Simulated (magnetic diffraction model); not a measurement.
## Solving a magnetic structure from powder neutron data: Lu3Co2Pb3

Space group Cmcm (no. 63), a = 4.6150 Å, b = 11.7290 Å, c = 14.9410 Å.

```csv
site,atom,x,y,z
4c,Pb,0,0.3356,3/4
8f,Pb,1/2,0.1169,0.9551
4c,Lu,1/2,0.1421,3/4
8f,Lu,1/2,0.4233,0.8837
8f,Co,1/2,0.2884,0.4158
```

The compound is invented for this exercise: a known structure type with other elements, its cell scaled to their sizes and not relaxed.

Only Co is taken to order (form factors of Co2+); orders and moment sizes are assumed, and not adapted to the symmetry. Radiation: neutrons of λ = 2.567 Å, 3° to 50°; isotropic B of 0.13 Å² (Pb), 0.12 Å² (Lu) and 0.2 Å² (Co). The intensities are simulated: I ∝ L Σ (|F_N|² + |F_M⊥|²) for unpolarised neutrons, with F_M = 2.695 fm/μB × Σ f(s) S exp(2πi Q·r) exp(−B s²) at Q = H ± k (one set where k and −k are equivalent), only the part normal to Q counting and L = 1/(sin²θ cos θ). For collinear order S is the moment m, which repeats by lattice and centring translations R with the sign exp(−2πi k·R). Form factors are spin-only for 3d ions and dipole or tabulated for f ions, scattering lengths are Sears's of 1992, and absorption is left out. A label names one of the reflections at its angle. The strongest nuclear line in the range is 100, and lines under 0.2 are left out.

Above the ordering temperature:

```
2θ (°)    index      I
 19.79  (0 0 2)    8.6
 27.20  (0 2 1)    6.5
 32.31  (0 2 2)   24.9
 34.78  (1 1 0)   46.8
 36.23  (1 1 1)    9.4
 39.52  (0 2 3)   26.7
 40.20  (0 0 4)   13.2
 46.49  (1 1 3)  100.0
 48.08  (0 2 4)   36.1
```

Below it (cell unchanged):

```
2θ (°)      I
 19.79    8.6
 19.85   16.4
 26.32    5.9
 26.79    1.3
 27.20    6.5
 31.96    5.7
 32.31   24.9
 34.78   46.8
 36.23    9.4
 37.17    1.9
 39.52   26.7
 40.20   13.2
 44.01    1.8
 46.49  100.0
 47.83    2.7
 48.08   36.1
```

**Question.** Check that the new lines index with k = (1/2 1/2 1), then choose among these models:
A. collinear moments along [110], 0.97 μB on Co; signs + at (1/2, 0.2884, 0.4158), − at (0, 0.2116, 0.5842), − at (1/2, 0.2884, 0.0842), + at (0, 0.2116, 0.9158)
B. collinear moments along [010], 0.97 μB on Co; signs + at (1/2, 0.2884, 0.4158), − at (0, 0.2116, 0.5842), − at (1/2, 0.2884, 0.0842), + at (0, 0.2116, 0.9158)
C. collinear moments along [110], 0.97 μB on Co; signs + at (1/2, 0.2884, 0.4158), − at (0, 0.2116, 0.5842), + at (1/2, 0.2884, 0.0842), − at (0, 0.2116, 0.9158)
D. collinear moments along [010], 0.97 μB on Co; signs + at (1/2, 0.2884, 0.4158), − at (0, 0.2116, 0.5842), + at (1/2, 0.2884, 0.0842), − at (0, 0.2116, 0.9158)

The new lines index as (1/2 1/2 1) at 19.85°, (1/2 1/2 2) at 26.32°, (1/2 -3/2 1) at 26.79° and (1/2 -3/2 2) at 31.96°, that is as H ± k with k = (1/2 1/2 1), one of 2 inequivalent arms of its star (k and −k counted as one), which a powder can't tell apart. Half indices mean that the moments reverse under translations with k·R a half-integer, and the magnetic cell has twice the primitive volume.

Magnetic intensity, observed (below minus above) and for each model:

| 2θ (°) | index | observed | A | B | C | D |
| --- | --- | --- | --- | --- | --- | --- |
| 17.19 | (1/2 1/2 0) | <0.2 | <0.2 | <0.2 | 8.9 | 14.3 |
| 19.85 | (1/2 1/2 1) | 16.4 | 11.9 | 16.4 | 2.5 | 3.4 |
| 26.32 | (1/2 1/2 2) | 5.9 | 5.0 | 5.9 | 2.6 | 3.0 |
| 26.79 | (1/2 -3/2 1) | 1.3 | 2.1 | 1.3 | 3.5 | 2.2 |
| 31.96 | (1/2 -3/2 2) | 5.7 | 7.6 | 5.7 | 0.5 | 0.4 |
| 34.66 | (1/2 1/2 3) | <0.2 | <0.2 | <0.2 | 3.9 | 4.3 |
| 39.23 | (1/2 -3/2 3) | <0.2 | <0.2 | <0.2 | 6.6 | 5.5 |
| 47.83 | (1/2 -3/2 4) | 2.7 | 3.0 | 2.7 | 0.2 | 0.2 |

Model B matches.

The absence at (1/2 1/2 0) is telling: the sublattices cancel there.

The structure used: k = (1/2 1/2 1), collinear moments along [010], 0.97 μB on Co; signs + at (1/2, 0.2884, 0.4158), − at (0, 0.2116, 0.5842), − at (1/2, 0.2884, 0.0842), + at (0, 0.2116, 0.9158).

[Logs are printed without paths, hosts, clocks, repeated set-up lines and the standing remarks that a program may print on its own settings, such as how far it seeks lower states.]
